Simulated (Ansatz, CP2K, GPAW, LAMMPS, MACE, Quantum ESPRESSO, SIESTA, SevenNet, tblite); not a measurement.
# Amorphous 29Ga2O3-71GeO2 (mol %) (86 atoms): atom by atom

Geometry: the geometry as built. Computed with Ansatz 0.2.0: Kohn-Sham DFT, PBE, PAW, plane waves; cutoff 420 eV, Γ point, fermi-dirac smearing of 0.05 eV; density 3.92 g/cm³.

Extended XYZ; positions in Å, forces in eV/Å, q the Löwdin charge in e:

```xyz
86
Lattice="10.944 0.000 0.000 0.000 10.944 0.000 0.000 0.000 10.944" Properties=species:S:1:pos:R:3:charge:R:1:forces:R:3 pbc="T T T"
Ga 9.223 5.884 7.490 1.07 -0.198 -1.354 -0.009
Ga 0.419 10.528 5.546 1.06 0.637 0.023 0.516
Ga 10.883 6.227 0.433 1.04 0.627 -0.299 -0.268
Ga 4.352 7.411 10.070 1.01 0.204 -0.458 -0.318
Ga 6.214 6.941 1.160 1.02 0.622 0.427 -0.425
Ga 8.750 5.935 2.359 1.02 -0.282 0.669 -0.171
Ga 10.066 8.764 3.271 1.05 -0.060 -0.283 -0.211
Ga 6.784 8.053 7.733 1.07 -0.105 0.035 -1.564
Ga 3.036 7.879 2.047 1.08 -0.664 -0.216 0.492
Ga 2.893 5.202 0.565 1.07 0.083 0.023 -0.691
Ga 1.060 8.861 10.856 1.02 0.024 -1.213 0.719
Ga 7.212 8.512 4.212 1.06 0.200 0.698 0.468
Ga 8.963 8.750 10.883 1.01 -0.663 -0.515 1.468
Ga 0.529 7.586 6.436 1.02 -0.384 0.734 0.877
Ge 10.928 0.962 10.049 1.64 0.266 0.948 -0.991
Ge 5.731 4.413 9.925 1.63 -0.084 1.171 0.234
Ge 1.652 5.203 8.742 1.61 0.971 0.644 0.194
Ge 8.972 3.827 10.387 1.64 -0.435 0.490 -1.306
Ge 3.209 6.862 5.291 1.63 0.755 -0.742 -1.055
Ge 3.337 8.888 7.876 1.62 0.491 0.525 0.343
Ge 2.037 2.035 7.498 1.63 -0.734 -0.754 0.132
Ge 1.524 0.172 2.130 1.64 0.420 -0.576 0.940
Ge 9.474 3.488 4.782 1.63 -0.575 0.749 1.372
Ge 6.189 9.855 1.279 1.61 0.359 -0.598 0.038
Ge 0.990 5.178 3.476 1.62 0.034 0.326 -0.640
Ge 6.537 4.145 3.503 1.63 -0.353 0.052 0.712
Ge 4.500 1.415 2.890 1.67 0.566 -0.960 0.913
Ge 5.859 5.124 6.700 1.65 -0.143 0.498 -0.149
Ge 4.746 0.651 6.237 1.65 -0.009 -0.127 -0.568
Ge 8.156 0.352 5.620 1.61 -0.676 -0.599 -0.508
Ge 9.729 9.336 8.052 1.55 -0.085 0.145 -0.825
O 3.724 1.836 7.033 -0.74 0.917 1.276 0.561
O 6.603 8.611 5.929 -0.71 -0.235 -0.045 0.449
O 4.190 6.706 1.081 -0.61 -0.278 0.399 -0.053
O 6.254 8.610 2.551 -0.70 -0.305 -1.383 1.456
O 3.076 6.081 9.303 -0.73 1.281 0.444 0.454
O 5.385 0.261 1.929 -0.76 -0.346 1.281 -0.126
O 8.381 10.150 4.292 -0.72 -0.184 -0.622 -1.090
O 0.502 9.412 7.345 -0.68 0.586 -0.262 -0.745
O 3.511 7.663 3.828 -0.72 0.640 1.107 -1.446
O 9.562 7.755 7.091 -0.66 0.377 -2.180 -0.583
O 9.835 2.307 10.211 -0.75 -0.420 -0.311 0.242
O 4.886 8.116 8.327 -0.66 1.173 -0.605 0.663
O 2.227 4.920 2.334 -0.74 1.565 -0.786 -1.147
O 6.307 4.332 5.220 -0.76 0.072 -0.813 0.546
O 7.227 3.707 10.459 -0.76 -0.288 -1.504 0.761
O 9.191 10.540 6.806 -0.73 0.884 0.732 0.221
O 1.881 3.730 7.876 -0.74 0.376 -0.516 -0.984
O 2.596 8.880 9.462 -0.66 -0.141 0.075 0.887
O 2.837 1.276 2.407 -0.74 0.146 1.665 -0.299
O 10.799 6.198 2.603 -0.68 -1.878 0.797 -1.170
O 3.946 10.242 7.012 -0.75 -0.022 0.138 -0.382
O 6.574 5.564 2.503 -0.69 0.625 0.782 -0.639
O 1.265 1.336 8.930 -0.77 0.387 -0.419 0.865
O 4.464 0.793 4.530 -0.77 -0.519 -0.376 -0.226
O 2.638 7.896 6.590 -0.70 -1.674 0.013 -0.202
O 9.469 4.814 0.798 -0.67 0.994 0.876 1.445
O 5.482 2.875 3.007 -0.74 -0.469 -0.164 -0.754
O 5.580 4.296 8.193 -0.74 -0.704 -1.447 -1.002
O 1.109 4.920 10.388 -0.68 -0.652 -0.478 1.986
O 6.523 0.636 6.194 -0.74 -0.391 0.524 0.992
O 8.635 7.415 3.660 -0.64 0.735 0.297 -0.106
O 10.244 10.336 9.548 -0.70 -0.389 -0.489 0.920
O 5.349 8.819 0.165 -0.73 -0.810 -1.316 -1.059
O 9.408 4.663 6.029 -0.76 -0.123 0.954 1.210
O 8.160 8.822 8.893 -0.65 -0.643 0.043 0.348
O 9.270 4.875 9.061 -0.75 0.560 1.033 -1.500
O 0.665 6.153 7.710 -0.70 -1.578 1.052 -1.442
O 0.046 3.849 4.017 -0.74 0.562 -1.838 -0.161
O 1.714 6.028 4.842 -0.73 -0.909 -0.142 1.571
O 7.780 10.022 0.734 -0.73 1.950 0.819 -0.990
O 0.212 8.602 4.825 -0.62 0.203 0.856 0.076
O 4.315 4.076 10.834 -0.73 -1.378 -1.000 1.049
O 0.542 10.842 3.529 -0.70 -1.018 -0.100 1.182
O 10.441 8.891 1.424 -0.65 -0.436 0.213 0.011
O 5.958 6.143 10.227 -0.71 -0.031 2.219 0.511
O 8.172 7.202 0.887 -0.66 -0.705 -0.675 0.320
O 10.528 7.685 10.085 -0.62 0.037 0.600 0.828
O 7.141 6.187 7.255 -0.69 1.328 1.309 0.587
O 1.702 7.175 0.749 -0.65 0.080 0.389 0.295
O 8.916 1.885 5.197 -0.75 0.380 -0.034 -0.125
O 1.167 1.182 6.251 -0.72 -0.772 -0.619 -1.514
O 0.722 0.486 0.610 -0.74 -0.020 -0.091 0.001
O 4.475 5.986 6.044 -0.76 -0.210 -0.148 0.260
O 8.318 4.039 3.524 -0.71 0.430 0.206 -1.447
O 2.294 9.589 1.679 -0.69 0.434 -1.198 -1.224
```

The quench rate of 100 K/ps is many orders above laboratory rates, so the cell is likely richer in defects and strain than a real sample. The network of bonds at the start is that of the classical potential that made the cell, and needn't be the one that DFT or experiment would give. Only the Γ point is sampled, in a cell whose shortest periodic width is 11 Å. The Löwdin charges lack the electrons that the projection spills, 0.038 e an atom on average.

The r.m.s. force component is 0.789 eV/Å; the longest force, 2.38 eV/Å, acts on O68.

[Logs are printed without paths, hosts, clocks, repeated set-up lines and the standing remarks that a program may print on its own settings, such as how far it seeks lower states.]

[Hosts, paths, dates, database ids (printed as entryN), source tags and the programs' standing remarks are cut or masked in the printed files.]
